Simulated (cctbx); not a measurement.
# Reading a Patterson map

Space group C2/c (no. 15), a = 12.7630 Å, b = 10.1200 Å, c = 6.5390 Å, α = 90.00°, β = 93.22°, γ = 90.00°, content Pb12 Tl8 As16.

Simulated single-crystal data (cctbx): synchrotron X-rays, λ = 0.4959 Å, to d = 0.8 Å, 95 % of the full sphere, strongest reflection 40000 counts, noise from counting, a 6 % proportional error and a noise floor of 4 counts (s.d.); no absorption.

Patterson synthesis from sharpened amplitudes, origin scaled to 1000:

```text
Patterson group C 1 2/m 1
      u       v       w   height  length (A)
  0.000   0.000   0.000   1000.0     0.00
  0.000   0.261   0.500    260.5     4.20
  0.086   0.500   0.878    255.7     5.25
  0.188   0.000   0.537    237.8     3.97
  0.204   0.000   0.663    233.1     3.51
  0.200   0.219   0.175    186.1     3.52
  0.111   0.258   0.304    178.7     3.54
  0.188   0.265   0.040    176.1     3.60
  0.086   0.238   0.381    167.4     3.59
  0.096   0.500   0.662    167.0     5.68
  0.117   0.450   0.791    163.8     5.01
  0.000   0.000   0.500     77.6     3.27
  0.136   0.451   0.014     72.4     4.88
  0.101   0.251   0.152     70.3     2.99
```

**Question.** Which atom pairs make the peaks, and where is the heaviest atom?

A peak at u stands for all pairs with xi − xj = u, with weight Σ ZiZj against Σ Z² = 150600 at the origin. Peak heights follow these weights only roughly, since form factors, motion and series ripples differ, all vectors within 0.55 Å of a peak are counted as merged into it though the farther ones add only part of their weight, and F(000) is left out, which lowers the whole map:

| u | v | w | shortest length (Å) | height | 1000 ΣZiZj/ΣZ² | pairs in the cell |
| --- | --- | --- | --- | --- | --- | --- |
| 0.000 | 0.261 | 0.500 | 4.20 | 260 | 353 | 4 × Pb–Pb, 4 × Tl–Tl |
| 0.086 | 0.500 | 0.878 | 5.25 | 256 | 353 | 8 × Pb–Tl |
| 0.188 | 0.000 | 0.537 | 3.97 | 238 | 353 | 8 × Pb–Tl |
| 0.204 | 0.000 | 0.663 | 3.50 | 233 | 353 | 8 × Pb–Tl |
| 0.200 | 0.219 | 0.175 | 3.52 | 186 | 176 | 4 × Pb–Tl |
| 0.111 | 0.258 | 0.304 | 3.53 | 179 | 179 | 4 × Pb–Pb |
| 0.188 | 0.265 | 0.040 | 3.60 | 176 | 176 | 4 × Pb–Tl |
| 0.086 | 0.238 | 0.381 | 3.59 | 167 | 176 | 4 × Pb–Tl |
| 0.096 | 0.500 | 0.662 | 5.49 | 167 | 174 | 4 × Tl–Tl |
| 0.117 | 0.450 | 0.791 | 5.01 | 164 | 179 | 4 × Pb–Pb |

The table stops at ten peaks or at a height of 45, below which ripples compete. In the model behind the data Pb, the heaviest element, has 2 independent sites: (0.6142, 0.6410, 0.5418) and (1/2, 0.0987, 3/4), up to an allowed shift of origin; the Pb–Pb vectors are differences of these positions and their symmetry mates. Elements of similar Z can't be told apart from the map alone. The whole model:

```
atom  mult.       x       y       z  Ueq (Å²)
 Pb1      8  0.6142  0.6410  0.5418    0.0057
 Pb2      4     1/2  0.0987     3/4    0.0055
 Tl1      8  0.2989  0.8799  0.5826    0.0063
 As1      8  0.6242  0.3252  0.5152    0.0079
 As2      8  0.3381  0.9289  0.9248    0.0074
```

The model is made up (kin elements in a known structure type, no relaxation), so it says nothing on whether the phase exists.

[Logs are printed without paths, hosts, clocks, repeated set-up lines and the standing remarks that a program may print on its own settings, such as how far it seeks lower states.]
